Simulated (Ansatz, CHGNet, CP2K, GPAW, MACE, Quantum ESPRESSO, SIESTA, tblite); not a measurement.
# CP2K on (9,9) carbon nanotube bundle (108 atoms): settings against a plane-wave reference, part 2 of 2

How do the settings of CP2K change the result for (9,9) carbon nanotube bundle (108 atoms)? A plane-wave run serves as the yardstick.

Program: CP2K 2026.2; the method stands at each step. Banners, paths, timers and routine set-up lines are dropped from the logs unmarked, and long logs keep their key lines alone; longer cuts are marked.

So far. Step 2 (PBE, DZVP-MOLOPT-SR, 450/50 Ry, diagonalisation): Forces lie 1.9 % from the reference's, at 0.77 times its CPU time. Step 3 (PBE, TZVP-UZH, 450/50 Ry, diagonalisation): Against the first run (1.9 %), the force difference from the reference is 1.5 %, at 1.6 times the CPU time, with 1836 basis functions against 1404; this set comes with other potentials too, so the change isn't the basis's alone.

**4. PBE, TZVP-MOLOPT, 450/50 Ry, diagonalisation**

Method: Kohn-Sham DFT, PBE, GTH-PBE pseudopotentials, Gaussian and plane waves, TZVP-MOLOPT-GTH, diagonalisation.

Input file input.inp:

```
&GLOBAL
  PROJECT cell
  RUN_TYPE ENERGY_FORCE
  PRINT_LEVEL LOW
&END GLOBAL
&FORCE_EVAL
  METHOD QS
  STRESS_TENSOR ANALYTICAL
  &DFT
    BASIS_SET_FILE_NAME BASIS_MOLOPT
    POTENTIAL_FILE_NAME GTH_POTENTIALS
    &MGRID
      CUTOFF 450
      REL_CUTOFF 50
    &END MGRID
    &QS
      EPS_DEFAULT 1.0E-12
    &END QS
    &SCF
      SCF_GUESS ATOMIC
      EPS_SCF 1.0E-06
      MAX_SCF 200
      ADDED_MOS 48
      &DIAGONALIZATION
        ALGORITHM STANDARD
      &END DIAGONALIZATION
      &SMEAR ON
        METHOD FERMI_DIRAC
        ELECTRONIC_TEMPERATURE [K] 580
      &END SMEAR
      &MIXING
        METHOD BROYDEN_MIXING
        ALPHA 0.15
        NBROYDEN 8
      &END MIXING
      &PRINT
        &RESTART OFF
        &END RESTART
      &END PRINT
    &END SCF
    &XC
      &XC_FUNCTIONAL PBE
      &END XC_FUNCTIONAL
    &END XC
    &PRINT
      &MULLIKEN ON
      &END MULLIKEN
      &HIRSHFELD ON
        SHAPE_FUNCTION DENSITY
      &END HIRSHFELD
      &MO ON
        EIGENVALUES T
        OCCUPATION_NUMBERS T
        MO_INDEX_RANGE 205 228
        &EACH
          QS_SCF 0
        &END EACH
        ADD_LAST NUMERIC
      &END MO
    &END PRINT
  &END DFT
  &SUBSYS
    &CELL
      A 15.50642 0.00000 0.00000
      B -7.75321 13.42896 0.00000
      C 0.00000 0.00000 7.38000
    &END CELL
    &TOPOLOGY
      COORD_FILE_NAME structure.xyz
      COORD_FILE_FORMAT XYZ
    &END TOPOLOGY
    &KIND C
      BASIS_SET TZVP-MOLOPT-GTH-q4
      POTENTIAL GTH-PBE-q4
    &END KIND
  &END SUBSYS
  &PRINT
    &FORCES ON
    &END FORCES
    &STRESS_TENSOR ON
    &END STRESS_TENSOR
  &END PRINT
&END FORCE_EVAL
```

Input file structure.xyz:

```xyz
108

[... 108 atom lines left out: the same atoms as in the first run ...]
```

Command:

```bash
> OMP_NUM_THREADS=1 mpirun -np 4 cp2k.psmp -i input.inp > output.txt
```

Numbers of over 12 decimals in the logs are rounded to 6 here.

What it wrote:

```text
CP2K| version string:                                       CP2K version 2026.2
 CP2K| Input file name                                                 input.inp
 GLOBAL| Basis set file name                                        BASIS_MOLOPT
 GLOBAL| Potential file name                                      GTH_POTENTIALS
 GLOBAL| Run type                                                   ENERGY_FORCE
 GLOBAL| Total number of message passing processes                             4
 GLOBAL| Number of threads for this process                                    1
[... lines left out ...]
                        Smear method:                                FERMI_DIRAC
[... lines left out ...]
 Number of electrons:                                                        432
[... lines left out ...]
  Step     Update method      Time    Convergence         Total energy    Change
[... lines left out ...]
  *** SCF run converged in    24 steps ***
[... lines left out ...]
  Fermi energy:                                                 0.067728
  Total energy:                                              -614.516122
  Total energy (extrapolated to T->0):                       -614.512722
[... lines left out ...]
 MO| E(Fermi):            0.067728 a.u.          1.842966 eV
[... lines left out ...]
    108       C      1       4.000          4.000                         0.000
  Total Charge                                                           -0.000
 !-----------------------------------------------------------------------------!
 ENERGY| Total FORCE_EVAL ( QS ) energy [hartree]           -614.516094
 FORCES| Atomic forces [hartree/bohr]
 FORCES|   Atom     x               y               z               |f|
 FORCES|      1  3.82532574E-03  4.30458555E-02 -1.01682463E-02   4.43956307E-02
 FORCES|      2  2.20365813E-03 -4.18414474E-02  5.96993952E-02   7.29354552E-02
 FORCES|      3  1.99000908E-02 -4.96968304E-03 -5.77937798E-02   6.13256255E-02
[...]
FORCES|    107 -2.49193773E-03 -2.29513274E-03  5.18776257E-02   5.19881278E-02
 FORCES|    108  1.38501917E-02  3.09218632E-02 -4.13453019E-02   5.34548728E-02
 FORCES| Sum     1.01353614E-04 -1.25315103E-04  7.29486434E-05
 FORCES| Total atomic force                                       1.76912223E-04
 STRESS| Analytical stress tensor [bar]
 STRESS|                        x                   y                   z
 STRESS|      x        4.40775165213E+04   3.86062634463E+03  -2.32097604868E+03
 STRESS|      y        3.86062634463E+03   4.08668263478E+04   2.52427975531E+03
 STRESS|      z       -2.32097604868E+03   2.52427975531E+03   2.92720071913E+04
 STRESS| 1/3 Trace                                             3.80721166868E+04
```

It took 32 min on 4 MPI ranks of Arm Neoverse V1, shared host; peak memory 4.2 GiB; 2.2 h of CPU time.

Numbers from this run, and their distance from the reference:

- r.m.s. force component: 1.659 eV/Å
- r.m.s. difference of force components: 12.23 meV/Å
- longest difference of force vectors: 38.37 meV/Å
- force difference over r.m.s. force: 0.7403 %
- slope of forces against the reference's: 1.004
- correlation of force components: 1
- pressure: 3.807 GPa
- pressure difference: 0.2259 GPa

Against the first run (1.9 %), the force difference from the reference is 0.74 %, at 14 times the CPU time, with 1836 basis functions against 1404: the larger basis brings the forces nearer.

**5. PBE, DZVP-MOLOPT-SR, 315/50 Ry, diagonalisation**

Method: Kohn-Sham DFT, PBE, GTH-PBE pseudopotentials, Gaussian and plane waves, DZVP-MOLOPT-SR-GTH, diagonalisation.

Edit input.inp of step 4 so:

```diff
@@ -12,3 +12,3 @@
     &MGRID
-      CUTOFF 450
+      CUTOFF 315
       REL_CUTOFF 50
@@ -67,8 +67,32 @@
     &END CELL
-    &TOPOLOGY
-      COORD_FILE_NAME structure.xyz
-      COORD_FILE_FORMAT XYZ
-    &END TOPOLOGY
+    &COORD
+      SCALED
+      C 0.41574 0.05107 0.16759
+      C 0.43680 0.10703 0.99484
+      C 0.45201 0.20444 0.00281
+      C 0.45584 0.25008 0.16010
+      C 0.43614 0.33101 0.16513
+      C 0.41906 0.36536 0.99940
+      C 0.36129 0.41420 0.33712
+      C 0.32886 0.43065 0.16607
+      C 0.25133 0.45613 0.16457
+      C 0.20187 0.45339 0.00110
+      C 0.10750 0.43601 0.00104
+      C 0.05263 0.41795 0.16831
+      C 0.95006 0.36794 0.16416
+      C 0.89541 0.33080 0.33396
+      C 0.79386 0.25165 0.33793
+      C 0.75012 0.20466 0.17335
+      C 0.67134 0.10802 0.16320
+      C 0.63172 0.05251 0.99279
+      C 0.58117 0.94632 0.99600
+      C 0.56502 0.89836 0.16185
+[... 84 atom lines left out ...]
+      C 0.20389 0.74976 0.83446
+      C 0.24691 0.79540 0.00283
+      C 0.32837 0.89414 0.99418
+      C 0.35916 0.94481 0.83409
+    &END COORD
     &KIND C
-      BASIS_SET TZVP-MOLOPT-GTH-q4
+      BASIS_SET DZVP-MOLOPT-SR-GTH-q4
       POTENTIAL GTH-PBE-q4
```

Command:

```bash
> OMP_NUM_THREADS=2 cp2k.psmp -i input.inp > output.txt
```

What it wrote:

```text
CP2K| version string:                                       CP2K version 2026.2
 CP2K| Input file name                                                 input.inp
 GLOBAL| Basis set file name                                        BASIS_MOLOPT
 GLOBAL| Potential file name                                      GTH_POTENTIALS
 GLOBAL| Run type                                                   ENERGY_FORCE
 GLOBAL| Total number of message passing processes                             1
 GLOBAL| Number of threads for this process                                    2
 TOTAL NUMBERS AND MAXIMUM NUMBERS
  Total number of            - Atomic kinds:                                   1
                             - Atoms:                                        108
[... lines left out ...]
                        Smear method:                                FERMI_DIRAC
[... lines left out ...]
 Number of electrons:                                                        432
[... lines left out ...]
  Step     Update method      Time    Convergence         Total energy    Change
[... lines left out ...]
  *** SCF run converged in    22 steps ***
[... lines left out ...]
  Fermi energy:                                                 0.064990
  Total energy:                                              -614.464452
  Total energy (extrapolated to T->0):                       -614.461050
[... lines left out ...]
 MO| E(Fermi):            0.064990 a.u.          1.768471 eV
[... lines left out ...]
 !-----------------------------------------------------------------------------!
 !-----------------------------------------------------------------------------!
                           Hirshfeld Charges
  #Atom  Element  Kind  Ref Charge     Population                    Net charge
      1       C      1       4.000          4.001                        -0.001
      2       C      1       4.000          4.003                        -0.003
      3       C      1       4.000          4.004                        -0.004
[...]
107       C      1       4.000          4.002                        -0.002
    108       C      1       4.000          4.000                         0.000
  Total Charge                                                           -0.000
 !-----------------------------------------------------------------------------!
 ENERGY| Total FORCE_EVAL ( QS ) energy [hartree]           -614.464450
 FORCES| Atomic forces [hartree/bohr]
 FORCES|   Atom     x               y               z               |f|
 FORCES|      1  3.87432979E-03  4.40723787E-02 -1.05846832E-02   4.54908839E-02
 FORCES|      2  2.58590724E-03 -4.21796726E-02  6.05157412E-02   7.38103423E-02
 FORCES|      3  2.00277893E-02 -5.10304385E-03 -5.88004762E-02   6.23269556E-02
[...]
FORCES|    107 -2.14332234E-03 -2.25338899E-03  5.27012542E-02   5.27929331E-02
 FORCES|    108  1.40430090E-02  3.09222096E-02 -4.16635839E-02   5.37516825E-02
 FORCES| Sum    -1.20226356E-05  1.58756866E-05 -1.11043907E-04
 FORCES| Total atomic force                                       1.12815471E-04
 STRESS| Analytical stress tensor [bar]
 STRESS|                        x                   y                   z
 STRESS|      x        4.61022546656E+04   3.94784830752E+03  -2.38168344693E+03
 STRESS|      y        3.94784830752E+03   4.27882052759E+04   2.69556367634E+03
 STRESS|      z       -2.38168344693E+03   2.69556367634E+03   3.34737760913E+04
 STRESS| 1/3 Trace                                             4.07880786776E+04
```

The job ended after 5.1 min (2 threads; peak memory 2 GiB; 9.6 min of CPU time).

Against the reference:

- r.m.s. force component: 1.68 eV/Å
- r.m.s. difference of force components: 33 meV/Å
- longest difference of force vectors: 105.5 meV/Å
- force difference over r.m.s. force: 1.997 %
- slope of forces against the reference's: 1.017
- correlation of force components: 0.9999
- pressure: 4.079 GPa
- pressure difference: 0.4975 GPa
- energy less the same-level run's: -0.0355 meV/atom
- r.m.s. force difference from the same-level run: 8.211 meV/Å

Against the first run (1.9 %), the force difference from the reference is 2.0 %, at 1.1 times the CPU time (on 2 against 4 cores): the change moves forces by 8.2 meV/Å r.m.s., so most of the difference comes from elsewhere.

**6. PBE, DZVP-MOLOPT-SR, 157/50 Ry, diagonalisation**

Method: Kohn-Sham DFT, PBE, GTH-PBE pseudopotentials, Gaussian and plane waves, DZVP-MOLOPT-SR-GTH, diagonalisation.

Edit input.inp of step 5 so:

```diff
@@ -12,3 +12,3 @@
     &MGRID
-      CUTOFF 315
+      CUTOFF 157
       REL_CUTOFF 50
@@ -67,6 +67,6 @@
     &END CELL
-    &COORD
-      SCALED
-[... 108 atom lines left out: the same atoms as in the first run ...]
-    &END COORD
+    &TOPOLOGY
+      COORD_FILE_NAME structure.xyz
+      COORD_FILE_FORMAT XYZ
+    &END TOPOLOGY
     &KIND C
```

structure.xyz is that of step 4.

What it wrote:

```text
CP2K| version string:                                       CP2K version 2026.2
 CP2K| Input file name                                                 input.inp
 GLOBAL| Basis set file name                                        BASIS_MOLOPT
 GLOBAL| Potential file name                                      GTH_POTENTIALS
[... lines left out ...]
 Number of electrons:                                                        432
[... lines left out ...]
  Step     Update method      Time    Convergence         Total energy    Change
[... lines left out ...]
  *** SCF run converged in    22 steps ***
[... lines left out ...]
  Fermi energy:                                                 0.064985
  Total energy:                                              -614.467741
  Total energy (extrapolated to T->0):                       -614.464340
[... lines left out ...]
 MO| E(Fermi):            0.064985 a.u.          1.768320 eV
[... lines left out ...]
 ENERGY| Total FORCE_EVAL ( QS ) energy [hartree]           -614.467740
[... lines left out ...]
 FORCES|      1  5.10254481E-03  4.31070048E-02 -1.08318136E-02   4.47389987E-02
 FORCES|      2  2.60463673E-03 -4.18377070E-02  6.12133501E-02   7.41906469E-02
 FORCES|      3  2.03388467E-02 -5.75785986E-03 -5.92423760E-02   6.29005624E-02
[...]
FORCES|    107 -2.87136929E-03 -2.99652029E-03  5.33484843E-02   5.35096690E-02
 FORCES|    108  1.43697929E-02  2.96162524E-02 -4.22921112E-02   5.35932461E-02
 FORCES| Sum     1.41051423E-03 -1.46862760E-03  6.47566999E-03
 FORCES| Total atomic force                                       6.78827808E-03
 STRESS| Analytical stress tensor [bar]
 STRESS|                        x                   y                   z
 STRESS|      x        4.64760937290E+04   3.75228574928E+03  -2.39334014937E+03
 STRESS|      y        3.75228574928E+03   4.29457016350E+04   2.69488257495E+03
 STRESS|      z       -2.39334014937E+03   2.69488257495E+03   3.33374397036E+04
 STRESS| 1/3 Trace                                             4.09197450225E+04
```

Run time: 3.6 min. Hardware: 2 threads; peak memory 0.95 GiB.

Numbers from this run, and their distance from the reference:

```
r.m.s. force component                          : 1.684 eV/Å
r.m.s. difference of force components           : 51.66 meV/Å
longest difference of force vectors             : 145.6 meV/Å
force difference over r.m.s. force              : 3.127 %
slope of forces against the reference's         : 1.019
correlation of force components                 : 0.9997
pressure                                        : 4.092 GPa
pressure difference                             : 0.5107 GPa
energy less the same-level run's                : -0.8645 meV/atom
r.m.s. force difference from the same-level run : 35.01 meV/Å
```

This is a coarse setting, run to see what it loses.

Against the first run (1.9 %), the force difference from the reference is 3.1 %, at 0.76 times the CPU time (on 2 against 4 cores): the grid matters here.

**7. A run with a doubtful setting**

Edit input.inp of step 6 so:

```diff
@@ -12,5 +12,5 @@
     &MGRID
-      CUTOFF 157
+      CUTOFF 450
       REL_CUTOFF 50
-    &END MGRID
+    
     &QS
@@ -21,3 +21,3 @@
       EPS_SCF 1.0E-06
-      MAX_SCF 200
+      MAX_SCF 60
       ADDED_MOS 48
@@ -67,6 +67,29 @@
     &END CELL
-    &TOPOLOGY
-      COORD_FILE_NAME structure.xyz
-      COORD_FILE_FORMAT XYZ
-    &END TOPOLOGY
+    &COORD
+      C 6.05068 0.68582 1.23681
+      C 5.94338 1.43730 7.34192
+      C 5.42399 2.74542 0.02074
+      C 5.12952 3.35831 1.18154
+      C 4.19658 4.44512 1.21866
+      C 3.66541 4.90640 7.37557
+      C 2.39093 5.56228 2.48795
+      C 1.76052 5.78318 1.22560
+      C 0.36076 6.12535 1.21453
+      C -0.38495 6.08856 0.00812
+      C -1.71354 5.85516 0.00768
+      C -2.42435 5.61263 1.24213
+      C 11.87931 4.94105 1.21150
+      C 11.31984 4.44230 2.46462
+      C 10.35883 3.37940 2.49392
+      C 10.04490 2.74837 1.27932
+      C 9.57258 1.45060 1.20442
+      C 9.38859 0.70515 7.32679
+      C 1.67485 12.70809 7.35048
+      C 1.79626 12.06404 1.19445
+[... 84 atom lines left out ...]
+      C -2.65144 10.06850 6.15831
+      C -2.33821 10.68139 0.02089
+      C -1.84061 12.00737 7.33705
+      C -1.75602 12.68782 6.15558
+    &END COORD
     &KIND C
```

Command:

```bash
> OMP_NUM_THREADS=1 mpirun -np 4 cp2k.psmp -i input.inp > output.txt
```

What it wrote:

```text
Possible matches for unknown subsection
 QS
   keyword NGRIDS in section %__ROOT__%FORCE_EVAL%DFT%MGRID score:  105
   keyword NGRIDS in section %__ROOT__%FORCE_EVAL%PROPERTIES%TDDFPT%MGRID score:  105
   keyword NGRIDS in section %__ROOT__%FORCE_EVAL%PROPERTIES%RIXS%TDDFPT%MGRID score:  105
   keyword CUTOFF in section %__ROOT__%FORCE_EVAL%DFT%MGRID score:  104
   subsection RS_GRID in section %__ROOT__%FORCE_EVAL%DFT%MGRID score:  104
 *   ___                                                                       *
 *  /   \                                                                      *
 * [ABORT]                                                                     *
 *  \___/                 unknown subsection QS of section MGRID               *
 *    |                                                                        *
 *  O/|                                                                        *
 * /| |                                                                        *
```

It took 0.79 s on 4 MPI ranks; peak memory 0.57 GiB.

The program stopped at the start. The fault in the input: a section left open (&END MGRID left out).

**8. All runs compared**

Differences are against the plane-wave reference, forces as r.m.s. over components; share is that over the reference's r.m.s. force, slope the least-squares factor from reference forces to these. Total energies of different programs have different zeros and aren't compared.

| run | Δ force, r.m.s. (meV/Å) | share (%) | slope | Δ pressure (GPa) | cores | CPU time | memory (GiB) |
| --- | --- | --- | --- | --- | --- | --- | --- |
| reference | - | - | - | - | 4 | 12 min | 4.2 |
| CP2K PBE, DZVP-MOLOPT-SR, 450/50 Ry, diagonalisation | 31.2 | 1.89 | 1.016 | 0.496 | 4 | 9.1 min | 3.8 |
| CP2K PBE, TZVP-UZH, 450/50 Ry, diagonalisation | 25.1 | 1.52 | 1.013 | 0.609 | 4 | 14 min | 4.0 |
| CP2K PBE, TZVP-MOLOPT, 450/50 Ry, diagonalisation | 12.2 | 0.740 | 1.004 | 0.226 | 4 | 2.2 h | 4.2 |
| CP2K PBE, DZVP-MOLOPT-SR, 315/50 Ry, diagonalisation (coarse) | 33.0 | 2.00 | 1.017 | 0.497 | 2 | 9.6 min | 2.0 |
| CP2K PBE, DZVP-MOLOPT-SR, 157/50 Ry, diagonalisation (coarse) | 51.7 | 3.13 | 1.019 | 0.511 | 2 | 7 min | 0.95 |

Rows marked coarse were listed beforehand as settings not expected to be converged; some can still land near the reference.

CPU time is summed over cores on a shared host, where runs went side by side, so it is rough. Symmetry, cutoffs, thresholds, outputs and thread counts weren't matched or tuned between programs; memory under MPI is the largest rank's times the ranks.

Within one program, basis, potentials and functional, energies share a zero. Each run against its twin at the usual cutoff or grid and solver:

| run | twin | Δ energy (meV/atom) | Δ force, r.m.s. (meV/Å) | CPU time over the twin's |
| --- | --- | --- | --- | --- |
| CP2K PBE, DZVP-MOLOPT-SR, 315/50 Ry, diagonalisation | DZVP-MOLOPT-SR, 450/50 Ry, diagonalisation | -0.0355 | 8.21 | 1.1 (this twin ran on 4 cores) |
| CP2K PBE, DZVP-MOLOPT-SR, 157/50 Ry, diagonalisation | DZVP-MOLOPT-SR, 450/50 Ry, diagonalisation | -0.865 | 35.0 | 0.76 (this twin ran on 4 cores) |

**9. Summary of results**

* nearest in forces: CP2K PBE, TZVP-MOLOPT, 450/50 Ry, diagonalisation, 0.74 %
* its CPU time: 2.2 h

The PBE runs in local orbitals, coarse settings apart, differ by 0.74 % (CP2K PBE, TZVP-MOLOPT, 450/50 Ry, diagonalisation) to 1.9 % (CP2K PBE, DZVP-MOLOPT-SR, 450/50 Ry, diagonalisation); basis, grid and potentials can all enter. Runs with settings chosen to be coarse differ by 2.0 % (CP2K PBE, DZVP-MOLOPT-SR, 315/50 Ry, diagonalisation) to 3.1 % (CP2K PBE, DZVP-MOLOPT-SR, 157/50 Ry, diagonalisation), their programs' other errors included. None of the electronic-structure runs in the table takes under half the reference's CPU time of 12 min; they take 0.59 to 11 times as much. The reference's pressure holds the uncorrected Pulay stress of its 45 Ry basis, so small pressure differences, and their order, may be the reference's own error. The reference's pressure of 3.6 GPa belongs to a cell and atoms that aren't relaxed at this level. The electronic-structure runs sample only Γ, in a cell whose shortest periodic width is 7 Å, which is coarse for a cell with partly filled levels.

[Also dropped from logs without a mark: logging warnings of Python, and SIESTA's first energy breakdown and zero terms.]

[Logs are printed without paths, hosts, clocks, repeated set-up lines and the standing remarks that a program may print on its own settings, such as how far it seeks lower states.]

[Hosts, paths, dates, database ids (printed as entryN), source tags and the programs' standing remarks are cut or masked in the printed files.]
